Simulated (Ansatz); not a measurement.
# Changed inputs in constrained RPA: BaOsO3 (Pm-3m), part 2 of 2

Wanted: the sensitivity and cost of U and J for BaOsO3 (Pm-3m).

Ansatz 0.2.0; constrained RPA on LDA, plane waves, PAW.

So far. Step 5 (Changed: smooth pair densities): On the Os t2g shell, screening brings the on-site interaction from 10.5 eV down to U = 2.41 eV. Step 6 (Changed: accuracy low): On the Os t2g shell, screening brings the on-site interaction from 10.5 eV down to U = 2.36 eV.

## 8. Changed: volume +3 %

The cell differs from the one that the last finished run ended in (a 4.064 → 4.104 Å, b 4.064 → 4.104 Å, c 4.064 → 4.104 Å).

Contents of input.yaml:

```yaml
crystal:
  lattice:
    - [-4.1044725182, 0.0, 0.0]
    - [0.0, 0.0, -4.1044725182]
    - [0.0, -4.1044725182, 0.0]
  atoms:
    - { symbol: Ba, position: [0.0, 0.0, 0.0] }
    - { symbol: Os, position: [0.5, 0.5, 0.5] }
    - { symbol: O, position: [0.0, 0.5, 0.5] }
    - { symbol: O, position: [0.5, 0.0, 0.5] }
    - { symbol: O, position: [0.5, 0.5, 0.0] }
kpoints:
  mp_grid: { grid: [6, 6, 6] }
hamiltonian:
  xc: lda
scf:
  occupations: { method: gaussian, width: 0.08 }
  n_extra_bands: 19
  max_iter: 150
  lower_state_search: "off"
output:
  crpa:
    kmesh: [6, 6, 6]
    target_bands: [v2, c1]
    projections: [{ species: Os, l: d, shell: 5, orbitals: [dxz, dyz, dxy] }]
  local_orbitals:
    kmesh: [6, 6, 6]
    orbitals: [{ species: Os, l: d, shell: 5, orbitals: [dxz, dyz, dxy] }]
    window: { bands: [v2, c1] }
    seedname: lo
```

Run with:

```sh
$ ansatz run input.yaml --threads 4 --pin off --max-ram 14745MiB --backend cpu --events-out ev --progress --plain --runs-dir out
```

Numbers of over 12 decimals in the logs are rounded to 6 here.

The program printed:

```text
[...]
Crystal: 5 atoms, lattice volume = 69.147 Å³
Basis set: ecut = 420 eV, 1357 PW (Γ)
Bands: 41, of which v1, the nominal top of the filled ones, is band 22 counted from 1 (21 counted from 0)
Symmetry: 48 space group operations
[...]
k-points: 20 of 216
[...]
k-point 19: bands = [... 18 lower, 10.3954, 10.3954, 13.7595, 13.7595, 13.7595, 16.8991, 16.8991, 16.8991, ... 15 higher]
[...]
χ-basis size per q: N_G = 232..280
[...]
Site 1, 5D, 3 of 5 d orbitals (Wannier functions 1, 2, 3; wannier90's mr 2, 3, 5):
      screened: U = 2.3391 eV, U' = 1.7917 eV, J = 0.2291 eV
      screened, to within: U = 3.4e-3 eV, U' = 3.4e-3 eV, J = 3.6e-4 eV
      bare: V = 10.4567 eV, V' = 9.5693 eV, J = 0.3309 eV
[...]
[key lines of the parts left out:]
SCF converged after 7 iterations
Free energy (F): -18564.985512 eV
Fermi energy:    12.894935 eV
```

It took 3.3 min on 4 threads of Arm Neoverse V1, shared host; peak memory 0.82 GiB; 13 min of CPU time.

This step gave:

```yaml
u: 2.339 eV
u_prime_inter_orbital: 1.792 eV
j: 0.2291 eV
bare_v: 10.46 eV
bare_j: 0.3309 eV
stated_bound_on_u: 0.003358 eV
u_over_bare_v: 0.2237
electrons_in_the_window: 4.000
head_of_the_constrained_inverse_dielectric_matrix: 0.1428
least_eigenvalue_of_the_projection_s_overlap: 0.5701
target_functions: 3
bands_in_the_sums: 46
r_m_s_miss_of_the_model_bands: 0.02352 eV
width_of_the_target_bands: 3.551 eV
weight_of_the_projected_orbitals_in_the_window: 0.6487
```

On the Os t2g shell, screening brings the on-site interaction from 10.5 eV down to U = 2.34 eV.

## 9. Changed: r2SCAN

This step: constrained RPA on r2SCAN, plane waves, PAW.

input.yaml, the sections that differ from step 8:

```yaml
crystal:
  lattice:
    - [-4.06423, 0.0, 0.0]
    - [0.0, 0.0, -4.06423]
    - [0.0, -4.06423, 0.0]
  atoms:
    - { symbol: Ba, position: [0.0, 0.0, 0.0] }
    - { symbol: Os, position: [0.5, 0.5, 0.5] }
    - { symbol: O, position: [0.0, 0.5, 0.5] }
    - { symbol: O, position: [0.5, 0.0, 0.5] }
    - { symbol: O, position: [0.5, 0.5, 0.0] }
hamiltonian:
  xc: r2scan
output:
  crpa:
    kmesh: [6, 6, 6]
    target_bands: [v2, c1]
    projections: [{ species: Os, l: d, shell: 5, orbitals: [dxz, dyz, dxy] }]
# kpoints, scf: as in step 8
```

The program printed:

```text
[...]
Crystal: 5 atoms, lattice volume = 67.133 Å³
Basis set: ecut = 500 eV, 1743 PW (Γ), exchange–correlation on 120×120×120 points (64 copies of the dense FFT grid, shifted against one another)
Bands: 41, of which v1, the nominal top of the filled ones, is band 22 counted from 1 (21 counted from 0)
Symmetry: 48 space group operations
[...]
k-points: 20 of 216
[...]
k-point 19: bands = [... 18 lower, 10.8450, 10.8450, 14.5278, 14.5278, 14.5278, 18.2196, 18.2196, 18.2196, ... 15 higher]
[...]
χ-basis size per q: N_G = 232..280
[...]
Site 1, 5D, 3 of 5 d orbitals (Wannier functions 1, 2, 3; wannier90's mr 2, 3, 5):
      screened: U = 2.6736 eV, U' = 2.0980 eV, J = 0.2460 eV
      screened, to within: U = 4.3e-3 eV, U' = 4.3e-3 eV, J = 4.1e-4 eV
      bare: V = 10.7457 eV, V' = 9.8410 eV, J = 0.3489 eV
[...]
[key lines of the parts left out:]
SCF converged after 7 iterations
Free energy (F): -19069.397271 eV
Fermi energy:    13.612205 eV
```

Wall time 4.8 min (4 threads); peak memory 0.97 GiB.

This step gave:

| Property | Result |
| --- | --- |
| U | 2.674 eV |
| U prime (inter-orbital) | 2.098 eV |
| J | 0.2460 eV |
| bare V | 10.75 eV |
| bare J | 0.3489 eV |
| stated bound on U | 0.004214 eV |
| U over bare V | 0.2488 |
| electrons in the window | 4.000 |
| head of the constrained inverse dielectric matrix | 0.1799 |
| least eigenvalue of the projection's overlap | 0.5761 |
| target functions | 3 |
| bands in the sums | 46 |
| width of the target bands | 3.707 eV |
| weight of the projected orbitals in the window | 0.6578 |

On the Os t2g shell, screening brings the on-site interaction from 10.7 eV down to U = 2.67 eV.

## 10. Changed: potentials

This step: constrained RPA on LDA, plane waves, PAW.

Edit input.yaml of step 9 so:

```diff
@@ -14,3 +14,4 @@
 hamiltonian:
-  xc: r2scan
+  xc: lda
+  pseudopotentials: { kind: paw, source: ansatz }
 scf:
```

The program printed:

```text
Warning: <dir> the record states the generating functional pbe (its physics header spells it `PBE`), which answers neither for hamiltonian.xc's functional nor for the lda family's, and the run keeps its frozen core as the file was made (hamiltonian.pseudopotentials.frozen_core says where one is remade) — results may be inconsistent (PPs are generated against a specific XC)
[...]
Crystal: 5 atoms, lattice volume = 67.133 Å³
[...]
k-point 19: bands = [... 18 lower, 11.0279, 11.0279, 14.5707, 14.5707, 14.5707, 17.6627, 17.6627, 17.6627, ... 15 higher]
[...]
χ-basis size per q: N_G = 232..280
[...]
Site 1, 5D, 3 of 5 d orbitals (Wannier functions 1, 2, 3; wannier90's mr 2, 3, 5):
      screened: U = 2.3844 eV, U' = 1.8384 eV, J = 0.2298 eV
      screened, to within: U = 8.4e-3 eV, U' = 8.4e-3 eV, J = 7.6e-4 eV
      bare: V = 10.4787 eV, V' = 9.5926 eV, J = 0.3317 eV
[...]
[key lines of the parts left out:]
SCF converged after 8 iterations
Free energy (F): -18619.998056 eV
Fermi energy:    13.654774 eV
```

Elapsed: 8.2 min, on 4 threads; peak memory 1.6 GiB.

Numbers from this step:

```yaml
u: 2.384 eV
u_prime_inter_orbital: 1.838 eV
j: 0.2298 eV
bare_v: 10.48 eV
bare_j: 0.3317 eV
stated_bound_on_u: 0.008365 eV
u_over_bare_v: 0.2276
electrons_in_the_window: 4.000
head_of_the_constrained_inverse_dielectric_matrix: 0.1499
least_eigenvalue_of_the_projection_s_overlap: 0.5706
target_functions: 3
bands_in_the_sums: 46
width_of_the_target_bands: 3.726 eV
weight_of_the_projected_orbitals_in_the_window: 0.6473
```

On the Os t2g shell, screening brings the on-site interaction from 10.5 eV down to U = 2.38 eV.

## 11. Changed: volume -6 %

The cell differs from the one that the last finished run ended in (a 4.064 → 3.981 Å, b 4.064 → 3.981 Å, c 4.064 → 3.981 Å).

Edit input.yaml of step 10 so:

```diff
@@ -2,5 +2,5 @@
   lattice:
-    - [-4.06423, 0.0, 0.0]
-    - [0.0, 0.0, -4.06423]
-    - [0.0, -4.06423, 0.0]
+    - [-3.9812632506, 0.0, 0.0]
+    - [0.0, 0.0, -3.9812632506]
+    - [0.0, -3.9812632506, 0.0]
   atoms:
@@ -15,3 +15,2 @@
   xc: lda
-  pseudopotentials: { kind: paw, source: ansatz }
 scf:
@@ -26 +25,6 @@
     projections: [{ species: Os, l: d, shell: 5, orbitals: [dxz, dyz, dxy] }]
+  local_orbitals:
+    kmesh: [6, 6, 6]
+    orbitals: [{ species: Os, l: d, shell: 5, orbitals: [dxz, dyz, dxy] }]
+    window: { bands: [v2, c1] }
+    seedname: lo
```

The program printed:

```text
[...]
Crystal: 5 atoms, lattice volume = 63.105 Å³
Basis set: ecut = 420 eV, 1237 PW (Γ)
Bands: 41, of which v1, the nominal top of the filled ones, is band 22 counted from 1 (21 counted from 0)
Symmetry: 48 space group operations
[...]
k-points: 20 of 216
[...]
k-point 19: bands = [... 18 lower, 11.8135, 11.8135, 15.7658, 15.7658, 15.7658, 18.7387, 18.7387, 18.7387, ... 15 higher]
[...]
χ-basis size per q: N_G = 208..251
[...]
Site 1, 5D, 3 of 5 d orbitals (Wannier functions 1, 2, 3; wannier90's mr 2, 3, 5):
      screened: U = 2.4799 eV, U' = 1.9316 eV, J = 0.2335 eV
      screened, to within: U = 3.6e-3 eV, U' = 3.6e-3 eV, J = 3.7e-4 eV
      bare: V = 10.5279 eV, V' = 9.6441 eV, J = 0.3334 eV
[...]
[key lines of the parts left out:]
SCF converged after 7 iterations
Free energy (F): -18565.467672 eV
Fermi energy:    14.735892 eV
```

The job ended after 2.6 min (4 threads; peak memory 0.79 GiB; 9.8 min of CPU time).

This step gave:

| Quantity | Value |
| --- | --- |
| U | 2.480 eV |
| U prime (inter-orbital) | 1.932 eV |
| J | 0.2335 eV |
| bare V | 10.53 eV |
| bare J | 0.3334 eV |
| stated bound on U | 0.003587 eV |
| U over bare V | 0.2356 |
| electrons in the window | 4.000 |
| head of the constrained inverse dielectric matrix | 0.1622 |
| least eigenvalue of the projection's overlap | 0.5711 |
| target functions | 3 |
| bands in the sums | 46 |
| r.m.s. miss of the model bands | 0.02512 eV |
| width of the target bands | 4.091 eV |
| weight of the projected orbitals in the window | 0.6484 |

On the Os t2g shell, screening brings the on-site interaction from 10.5 eV down to U = 2.48 eV.

## 12. Changed: PBEsol

This step: constrained RPA on PBEsol, plane waves, PAW.

input.yaml, the sections that differ from step 11:

```yaml
crystal:
  lattice:
    - [-4.06423, 0.0, 0.0]
    - [0.0, 0.0, -4.06423]
    - [0.0, -4.06423, 0.0]
  atoms:
    - { symbol: Ba, position: [0.0, 0.0, 0.0] }
    - { symbol: Os, position: [0.5, 0.5, 0.5] }
    - { symbol: O, position: [0.0, 0.5, 0.5] }
    - { symbol: O, position: [0.5, 0.0, 0.5] }
    - { symbol: O, position: [0.5, 0.5, 0.0] }
hamiltonian:
  xc: pbesol
output:
  crpa:
    kmesh: [6, 6, 6]
    target_bands: [v2, c1]
    projections: [{ species: Os, l: d, shell: 5, orbitals: [dxz, dyz, dxy] }]
# kpoints, scf: as in step 11
```

The program printed:

```text
[...]
Crystal: 5 atoms, lattice volume = 67.133 Å³
Basis set: ecut = 420 eV, 1357 PW (Γ)
Bands: 41, of which v1, the nominal top of the filled ones, is band 22 counted from 1 (21 counted from 0)
Symmetry: 48 space group operations
[...]
k-points: 20 of 216
[...]
k-point 19: bands = [... 18 lower, 11.0637, 11.0637, 14.6093, 14.6093, 14.6093, 17.6735, 17.6735, 17.6735, ... 15 higher]
[...]
χ-basis size per q: N_G = 232..280
[...]
Site 1, 5D, 3 of 5 d orbitals (Wannier functions 1, 2, 3; wannier90's mr 2, 3, 5):
      screened: U = 2.3932 eV, U' = 1.8449 eV, J = 0.2309 eV
      screened, to within: U = 3.5e-3 eV, U' = 3.5e-3 eV, J = 3.6e-4 eV
      bare: V = 10.4841 eV, V' = 9.5977 eV, J = 0.3321 eV
[...]
[key lines of the parts left out:]
SCF converged after 7 iterations
Free energy (F): -18797.276905 eV
Fermi energy:    13.695430 eV
```

Elapsed: 3.3 min, on 4 threads; peak memory 0.8 GiB.

This step gave:

| Quantity | Value |
| --- | --- |
| U | 2.393 eV |
| U prime (inter-orbital) | 1.845 eV |
| J | 0.2309 eV |
| bare V | 10.48 eV |
| bare J | 0.3321 eV |
| stated bound on U | 0.003415 eV |
| U over bare V | 0.2283 |
| electrons in the window | 4.000 |
| head of the constrained inverse dielectric matrix | 0.1508 |
| least eigenvalue of the projection's overlap | 0.5716 |
| target functions | 3 |
| bands in the sums | 46 |
| width of the target bands | 3.721 eV |
| weight of the projected orbitals in the window | 0.6481 |

On the Os t2g shell, screening brings the on-site interaction from 10.5 eV down to U = 2.39 eV.

## 13. Side by side

Times are wall times on 4 threads of Arm Neoverse V1, shared host, good to a factor of about two.

| run | bare V (eV) | U (eV) | J (eV) | bound on U (eV) | width (eV) | time |
| --- | --- | --- | --- | --- | --- | --- |
| target window | 10.48 | 2.391 | 0.231 | 0.0034 | 3.72 | 3.3 min |
| 4×4×4 mesh | 10.64 | 2.399 | 0.235 | 0.0034 | 3.72 | 35 s |
| 2×2×2 mesh | 11.67 | 2.666 | 0.268 | 0.0038 | 3.72 | 5.8 s |
| smooth pair densities | 10.48 | 2.406 | 0.238 | 0.0035 | 3.72 | 3.1 min |
| accuracy low | 10.48 | 2.360 | 0.229 | 0.0802 | 3.72 | 88 s |
| volume +3 % | 10.46 | 2.339 | 0.229 | 0.0034 | 3.55 | 3.3 min |
| r2SCAN | 10.75 | 2.674 | 0.246 | 0.0042 | 3.71 | 4.8 min |
| potentials | 10.48 | 2.384 | 0.230 | 0.0084 | 3.73 | 8.2 min |
| volume -6 % | 10.53 | 2.480 | 0.233 | 0.0036 | 4.09 | 2.6 min |
| PBEsol | 10.48 | 2.393 | 0.231 | 0.0034 | 3.72 | 3.3 min |

## 14. Summary of results

```
target window         : U 2.39 eV, J 0.23 eV
4×4×4 mesh            : U 2.40 eV, J 0.23 eV
2×2×2 mesh            : U 2.67 eV, J 0.27 eV
smooth pair densities : U 2.41 eV, J 0.24 eV
accuracy low          : U 2.36 eV, J 0.23 eV
volume +3 %           : U 2.34 eV, J 0.23 eV
r2SCAN                : U 2.67 eV, J 0.25 eV
potentials            : U 2.38 eV, J 0.23 eV
volume -6 %           : U 2.48 eV, J 0.23 eV
PBEsol                : U 2.39 eV, J 0.23 eV
```

In words: 4×4×4 mesh moves U by +0.01 eV at 0.18 times the time. 2×2×2 mesh moves U by +0.27 eV at 0.029 times the time. Smooth pair densities moves U by +0.02 eV. Accuracy low moves U by −0.03 eV (within the solver's bounds, for the mean over orbitals) at 0.44 times the time. Volume +3 % moves U by −0.05 eV. r2SCAN moves U by +0.28 eV. Potentials moves U by −0.01 eV (within the solver's bounds, for the mean over orbitals) at 2.5 times the time. Volume -6 % moves U by +0.09 eV. PBEsol moves U by +0.002 eV (within the solver's bounds, for the mean over orbitals). The printed bound covers the solver alone, not the mesh, and no denser mesh than the base was run. The parent state is non-magnetic and the interaction static (zero frequency); U depends on the window and the orbitals, so it belongs to this model alone. Spin-orbit coupling, which is strong for atoms this heavy, is left out.

[Paths, hosts, dates, memory and timing lines, banners, echoed tables and standing remarks are left out of the program output.]

[Logs are printed without paths, hosts, clocks, repeated set-up lines and the standing remarks that a program may print on its own settings, such as how far it seeks lower states.]

[Runs of the session that timed out or met a known fault of the program may be left out.]

[Hosts, paths, dates, database ids (printed as entryN), source tags and the programs' standing remarks are cut or masked in the printed files.]
